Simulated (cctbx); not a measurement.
## Accept or mend?

Cell a = 5.1920 Å, b = 5.1920 Å, c = 12.8250 Å, α = 90.00°, β = 90.00°, γ = 120.00°; space group P-3m1 (no. 164).

The data are simulated with cctbx, not measured: Mo Kα, λ = 0.71073 Å, to d = 0.84 Å, 50 % of the full sphere, strongest reflection 20000 counts, noise from counting, a 3 % proportional error and a noise floor of 8 counts (s.d.); no absorption, and some extinction, which the refinements don't model.

An anisotropic refinement with weights 1/σ² prints:

```text
Rint 0.025, 244 unique reflections to 0.84 A
cycle     R1     wR2    GooF  max shift (A)
   1  0.3534  0.6608  21.492   0.01847
   3  0.1380  0.3059   9.948   0.00001
final R1 0.1380 wR2 0.3059 GooF 9.948  parameters 10  data/parameter 24.4
atom        x        y        z      Ueq    occ   su(xyz)  su(Uiso or U11)
Cs1    0.66667  0.33333  0.84388   0.0056  1.000  0.00044  0.0020
Cs2    0.00000  0.00000  0.50000   0.0031  1.000  0.00000  0.0025
Br1    0.66667  0.33333  0.32541  -0.0251  1.000  0.00043  0.0016  NPD
Br2    0.00000  0.00000  0.00000  -0.0075  1.000  0.00000  0.0030  NPD
difference map: max 19.65 min -3.71 rms 1.48
Q1    0.3333  0.6667  0.6648    2   20.51  0.13 A from Br1
Q2    0.3333  0.6667  0.1579    2   11.90  0.02 A from Cs1
Q3    0.0000  0.0000  0.5000    1   11.67  0.00 A from Cs2
Q4    0.0000  0.0000  0.0000    1    6.08  0.00 A from Br2
Q5    0.3333  0.6667  0.0938    2    4.31  0.80 A from Cs1
Q6    0.3333  0.6667  0.0131    2    3.74  1.83 A from Cs1
```

**Question.** Can this result stand? If not, what is the likely fault?

Mend it. The fault: wrong element: Br1 is I. Against the right model at the same level, R1 goes from 0.0138 to 0.1380 and GooF from 0.95 to 9.95, U of Br2 shrinks from 0.0037 to -0.0075 Å², U of Br1 shrinks from 0.0023 to -0.0251 Å², the top difference peak, 20.5 e/Å³, lies on Br1 and Br1 and Br2 go non-positive-definite. Br1 has 18 electrons too few and its U shrinks to make up, as expected.

The compound is Cs3I2Br. The right model at the same level gives:

```text
Rint 0.025, 244 unique reflections to 0.84 A
cycle     R1     wR2    GooF  max shift (A)
   1  0.0170  0.0366   1.191   0.00106
   2  0.0138  0.0292   0.949   0.00000
final R1 0.0138 wR2 0.0292 GooF 0.949  parameters 10  data/parameter 24.4
atom        x        y        z      Ueq    occ   su(xyz)  su(Uiso or U11)
Cs1    0.66667  0.33333  0.84258   0.0029  1.000  0.00004  0.0002
Cs2    0.00000  0.00000  0.50000   0.0022  1.000  0.00000  0.0002
I1     0.66667  0.33333  0.32493   0.0023  1.000  0.00004  0.0002
Br1    0.00000  0.00000  0.00000   0.0037  1.000  0.00000  0.0003
difference map: max 0.58 min -0.69 rms 0.16
Q1    0.0000  0.0000  0.4425    2    0.60  0.74 A from Cs2
Q2    0.3333  0.6667  0.5638    2    0.57  1.43 A from I1
Q3    0.3333  0.6667  0.9177    2    0.55  3.07 A from Cs1
Q4    0.0000  0.0000  0.3455    2    0.50  1.98 A from Cs2
Q5    0.0798  0.5399  0.1844    6    0.49  1.19 A from Cs1
Q6    0.1186  0.2373  0.7208    6    0.48  2.02 A from I1
```

Isotropic U is held between 0.0001 and 1 Å² by the program, and listed peak heights are interpolated, so they can pass the grid's maximum.

The model was made for the exercise: a known structure type with other elements put in, its volume estimated, not relaxed; displacement parameters are assumed.

[Middle refinement cycles are left out of these outputs.]

[Logs are printed without paths, hosts, clocks, repeated set-up lines and the standing remarks that a program may print on its own settings, such as how far it seeks lower states.]
